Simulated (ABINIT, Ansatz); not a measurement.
# KRb2ScF6 (Fm-3m): one start, several treatments of the self-energy, part 2 of 2

Wanted: the gap of KRb2ScF6 (Fm-3m) under several approximations, with cost.

ABINIT 10.8.3; LDA and many-body steps on it, plane waves. Known limits of the many-body steps: not at the basis limit; no spin-orbit coupling; coarse k mesh.

So far. Step 5 (G0W0, von der Linden-Horsch plasmon pole): Against G0W0 in ABINIT (2×2×2 mesh, 193 bands, screening to 141.5 eV, Godby-Needs plasmon pole), the gap moves by +0.169 eV. Step 6 (G0W0, Engel-Farid plasmon pole): Against G0W0 in ABINIT (2×2×2 mesh, 193 bands, screening to 141.5 eV, Godby-Needs plasmon pole), the gap moves by −0.007 eV.

## 7. One-shot Hartree-Fock

This step: one-shot Hartree-Fock on LDA, plane waves, norm-conserving pseudopotentials.

Contents of run.abi:

```
acell 3*1.0 Angstrom
rprim 
  0.000000000000 4.509500000000 4.509500000000
  4.509500000000 0.000000000000 4.509500000000
  4.509500000000 4.509500000000 0.000000000000
ntypat 4
znucl 19 37 21 9
natom 10
typat 1 2 2 3 4 4 4 4 4 4
xred 
  0.500000000000 0.500000000000 0.500000000000
  0.250000000000 0.250000000000 0.250000000000
  0.750000000000 0.750000000000 0.750000000000
  0.000000000000 -0.000000000000 0.000000000000
  0.780000000000 0.220000000000 0.220000000000
  0.220000000000 0.780000000000 0.220000000000
  0.220000000000 0.780000000000 0.780000000000
  0.780000000000 0.220000000000 0.780000000000
  0.220000000000 0.220000000000 0.780000000000
  0.780000000000 0.780000000000 0.220000000000
pp_dirpath "pseudos"
pseudos "K.upf, Rb.upf, Sc.upf, F.upf"
ecut 36
ngkpt 2 2 2
nshiftk 1
shiftk 0 0 0
kptopt 1
chksymbreak 0
istwfk *1
occopt 1
irdwfk 1
optdriver 4
nband 44
gwcalctyp 5
ecutsigx 36
symsigma 1
nkptgw 1
kptgw 
  0.0000000000 0.0000000000 0.0000000000
bdgw 
  38 44
ixc_sigma 40
fftgw 31
indata_prefix "in"
outdata_prefix "out"
tmpdata_prefix "tmp"
```

Command:

```sh
$ OMP_NUM_THREADS=1 mpirun -n 8 abinit run.abi > log
```

Numbers of over 12 decimals in the logs are rounded to 6 here.

Log:

```text
.Version 10.8.3 of ABINIT. v10.8.2 released Aug 2026.

 Symmetries : space group Fm -3 m (#225); Bravais cF (face-center cubic)
[... echo of the input left out ...]
== DATASET  1 ==================================================================
-   mpi_nproc: 8, omp_nthreads: 1 (-1 if OMP is not activated)

--- !DatasetInfo
iteration_state: {dtset: 1, }
dimensions: {natom: 10, nkpt: 3, mband: 44, nsppol: 1, nspinor: 1, nspden: 1, mpw: 12776, }
cutoff_energies: {ecut:  36.0, pawecutdg:  -1.0, }
[...]
42   6.042 -17.944  -9.843   0.000   1.000   0.000  -9.843   8.101  14.143
       43   6.042 -17.944  -9.843   0.000   1.000   0.000  -9.843   8.101  14.143
       44   6.042 -17.944  -9.843   0.000   1.000   0.000  -9.843   8.101  14.143

== END DATASET(S) ==============================================================
================================================================================

 -outvars: echo values of variables after computation  --------
           etotal      0.0000000000E+00
            nband          44
             nkpt           3
          spgroup         225
 [... the other variables as echoed above ...]

 Calculation completed.
```

Wall time 5 s (8 MPI ranks of Intel Xeon 6975P-C (Granite Rapids), shared host); peak memory 1.3 GiB; 38 s of CPU time.

This step gave:

```yaml
quasiparticle_gap_on_the_points_computed: 18.31 eV
starting_gap_on_the_mesh: 6.248 eV
k_of_the_valence_top: 0, 0, 0
k_of_the_conduction_bottom: 0, 0, 0
least_direct_quasiparticle_gap_on_the_computed_points: 18.31 eV
```

Against G0W0 in ABINIT (2×2×2 mesh, 193 bands, screening to 141.5 eV, Godby-Needs plasmon pole), the gap moves by +8.482 eV.

## 8. Screening, 2×2×2 mesh, 193 bands, screening to 141.5 eV

This step: RPA screening on LDA, plane waves, norm-conserving pseudopotentials.

Changes to run.abi since step 7:

```diff
@@ -31,14 +31,14 @@
 irdwfk 1
-optdriver 4
-nband 44
-gwcalctyp 5
-ecutsigx 36
-symsigma 1
-nkptgw 1
-kptgw 
-  0.0000000000 0.0000000000 0.0000000000
-bdgw 
-  38 44
-ixc_sigma 40
-fftgw 31
+optdriver 3
+nband 193
+ecuteps 5.2
+inclvkb 2
+awtr 1
+symchi 1
+gwcalctyp 2
+nfreqre 16
+freqremax 40 eV
+nfreqim 8
+spmeth 1
+nomegasf 120
 indata_prefix "in"
```

Log:

```text
.Version 10.8.3 of ABINIT. v10.8.2 released Aug 2026.

 Symmetries : space group Fm -3 m (#225); Bravais cF (face-center cubic)
[... echo of the input left out ...]
== DATASET  1 ==================================================================
-   mpi_nproc: 8, omp_nthreads: 1 (-1 if OMP is not activated)

--- !DatasetInfo
iteration_state: {dtset: 1, }
dimensions: {natom: 10, nkpt: 3, mband: 193, nsppol: 1, nspinor: 1, nspden: 1, mpw: 12776, }
cutoff_energies: {ecut:  36.0, pawecutdg:  -1.0, }
electrons: {nelect:   8.00000000E+01, charge:   0.00000000E+00, occopt:   1.00000000E+00, tsmear:   1.00000000E-02, }

 SCREENING: Calculation of the susceptibility and dielectric matrices

 Based on a program developped by R.W. Godby, V. Olevano, G. Onida, and L. Reining.
 Incorporated in ABINIT by V. Olevano, G.-M. Rignanese, and M. Torrent.
.Using double precision arithmetic ; gwpc =  8

[... cell and pseudopotentials left out ...]
--------------------------------------------------------------------------------

 ==== K-mesh for the wavefunctions ====
 Number of points in the irreducible wedge :     3
[... list of points left out ...]
 Together with 48 symmetry operations and time-reversal symmetry
 yields     8 points in the full Brillouin Zone.

 ==== Q-mesh for the screening function ====
 Number of points in the irreducible wedge :     3
[... list of points left out ...]
 Together with 48 symmetry operations and time-reversal symmetry
 yields     8 points in the full Brillouin Zone.

 setmesh: FFT mesh size selected  =    45x   45x   45
          total number of points  =        91125

 vcoul_init : cutoff-mode = AUXILIARY_FUNCTION
 q-points for optical limit:   1
     1)      0.000010    0.000020    0.000030

- screening: taking advantage of time-reversal symmetry
- Maximum band index for partially occupied states nbvw = 40
- Remaining bands to be divided among processors   nbcw = 153
- Number of bands treated by each node ~19

 Number of electrons calculated from density =   80.0000; Expected =   80.0000
 average of density, n =  0.064637
 r_s =    1.5458
 omega_plasma =   24.5242 [eV]

 calculating chi0 at frequencies [eV] :
  1    0.000000E+00    0.000000E+00
  2    2.666667E+00    0.000000E+00
  3    5.333333E+00    0.000000E+00
[...]
23    0.000000E+00    6.245885E+01
 24    0.000000E+00    8.794274E+01

--------------------------------------------------------------------------------
  q-point number  1        q = ( 0.000000, 0.000000, 0.000000) [r.l.u.]
--------------------------------------------------------------------------------
[... chi0 elements left out ...]
  [... further frequencies ...]

 No. of calculated frequencies >  15, stop printing
 For q-point:  0.000010 0.000020 0.000030
  dielectric constant =   2.0772
  dielectric constant without local fields =   2.3085

  Average fulfillment of the sum rule on Im[epsilon] for q-point    1 :     49.83  [%]
[... wings left out ...]
  q-point number  2        q = ( 0.500000, 0.000000, 0.000000) [r.l.u.]
--------------------------------------------------------------------------------
[... chi0 elements left out ...]
  [... further frequencies ...]

 No. of calculated frequencies >  15, stop printing
  Average fulfillment of the sum rule on Im[epsilon] for q-point    2 :     54.57  [%]

 [... 1 further q-points ...]
```

Run time: 96 s. Hardware: 8 MPI ranks; peak memory 10 GiB.

Numbers from this step:

* ε∞ with local fields, on this mesh, along the program's q direction: 2.077
* the same without local fields: 2.308
* plasma frequency: 24.52 eV
* plane waves in the screening matrix: 725

## 9. G0W0, contour deformation

This step: G0W0 on LDA, plane waves, norm-conserving pseudopotentials.

Changes to run.abi since step 8:

```diff
@@ -31,14 +31,15 @@
 irdwfk 1
-optdriver 3
+optdriver 4
 nband 193
+gwcalctyp 2
+ecutsigx 36
+symsigma 1
+nkptgw 1
+kptgw 
+  0.0000000000 0.0000000000 0.0000000000
+bdgw 
+  38 44
 ecuteps 5.2
-inclvkb 2
-awtr 1
-symchi 1
-gwcalctyp 2
-nfreqre 16
-freqremax 40 eV
-nfreqim 8
-spmeth 1
-nomegasf 120
+irdscr 1
+gwmem 01
 indata_prefix "in"
```

Log:

```text
.Version 10.8.3 of ABINIT. v10.8.2 released Aug 2026.

 Symmetries : space group Fm -3 m (#225); Bravais cF (face-center cubic)
[... echo of the input left out ...]
== DATASET  1 ==================================================================
-   mpi_nproc: 8, omp_nthreads: 1 (-1 if OMP is not activated)

--- !DatasetInfo
iteration_state: {dtset: 1, }
dimensions: {natom: 10, nkpt: 3, mband: 193, nsppol: 1, nspinor: 1, nspden: 1, mpw: 12776, }
cutoff_energies: {ecut:  36.0, pawecutdg:  -1.0, }
[...]
39  -1.466 -22.167 -29.504   5.226   0.780  -0.282 -23.813  -1.646  -3.112
[...]
44   6.042 -17.944  -9.843  -3.620   0.816  -0.226 -14.288   3.655   9.698
       44   0.000   0.000   0.000  -0.000   0.000   0.000  -0.000  -0.000  -0.000

== END DATASET(S) ==============================================================
================================================================================

 -outvars: echo values of variables after computation  --------
           etotal      0.0000000000E+00
            nband         193
             nkpt           3
          spgroup         225
 [... the other variables as echoed above ...]

 Calculation completed.
```

It took 13 s on 8 MPI ranks; peak memory 3.9 GiB.

This step gave:

| Quantity | Value |
| --- | --- |
| G0W0 gap on the points computed | 9.792 eV |
| starting gap on the mesh | 6.248 eV |
| k of the valence top | 0, 0, 0 |
| k of the conduction bottom | 0, 0, 0 |
| least direct G0W0 gap on the computed points | 9.792 eV |

Against G0W0 in ABINIT (2×2×2 mesh, 193 bands, screening to 141.5 eV, Godby-Needs plasmon pole), the gap moves by −0.035 eV.

## 10. The runs together

Times are wall times on 8 MPI ranks of Intel Xeon 6975P-C (Granite Rapids), shared host, good to a factor of about two. A run's time includes the screening step that it read.

| run | mesh | bands | screening cutoff (eV) | DFT gap (eV) | gap on the mesh (eV) | direct (eV) | ε∞ used | time |
| --- | --- | --- | --- | --- | --- | --- | --- | --- |
| G0W0, Godby-Needs plasmon pole | 2×2×2 | 193 | 141.5 | 6.248 | 9.827 | 9.827 | 2.08 | 72 s |
| G0W0, von der Linden-Horsch plasmon pole | 2×2×2 | 193 | 141.5 | 6.248 | 9.996 | 9.996 | 2.08 | 71 s |
| G0W0, Engel-Farid plasmon pole | 2×2×2 | 193 | 141.5 | 6.248 | 9.820 | 9.820 | 2.08 | 69 s |
| one-shot Hartree-Fock | 2×2×2 | - | - | 6.248 | 18.309 | 18.309 | - | 5 s |
| G0W0, contour deformation | 2×2×2 | 193 | 141.5 | 6.248 | 9.792 | 9.792 | 2.08 | 1.8 min |

## 11. Outcome

* G0W0, Godby-Needs plasmon pole: 9.827 eV
* G0W0, von der Linden-Horsch plasmon pole: 9.996 eV
* G0W0, Engel-Farid plasmon pole: 9.820 eV
* one-shot Hartree-Fock: 18.309 eV
* G0W0, contour deformation: 9.792 eV
* known limits: not at the basis limit; no spin-orbit coupling; coarse k mesh

G0W0, von der Linden-Horsch plasmon pole: +0.169 eV against G0W0, Godby-Needs plasmon pole. G0W0, Engel-Farid plasmon pole: −0.007 eV against G0W0, Godby-Needs plasmon pole. One-shot Hartree-Fock: +8.482 eV against G0W0, Godby-Needs plasmon pole. G0W0, contour deformation: −0.035 eV against G0W0, Godby-Needs plasmon pole. Bare exchange alone opens the gap to 18.31 eV; against G0W0, correlation takes back 8.48 eV. Bands and cutoff are finite, so the gap is not at the basis limit. The miss can reach some tenths of an eV and take either sign; the mesh is an error of its own. In the G0W0 runs levels were corrected at 1 k point alone, so a gap called «on the mesh» is the least over those, and an edge elsewhere would be missed. The 2×2×2 mesh is coarse for this cell, which bears on the long-range parts of exchange and screening. The many-body steps are scalar-relativistic: spin-orbit coupling is not in them.

[Paths, hosts, dates, memory and timing lines, banners, echoed tables and standing remarks are left out of the program output.]

[Logs are printed without paths, hosts, clocks, repeated set-up lines and the standing remarks that a program may print on its own settings, such as how far it seeks lower states.]

[Runs of the session that timed out or met a known fault of the program may be left out.]

[Hosts, paths, dates, database ids (printed as entryN), source tags and the programs' standing remarks are cut or masked in the printed files.]

[G0W0 gaps are taken among the corrected bands and points alone; a level outside them can change the order at an edge.]

[Where Ansatz stands beside ABINIT at settings called matched, ABINIT's density can come from a denser mesh and the files from another edition; pairs whose starting gaps differed by over 0.03 eV were left out, so agreement reads better than it is.]
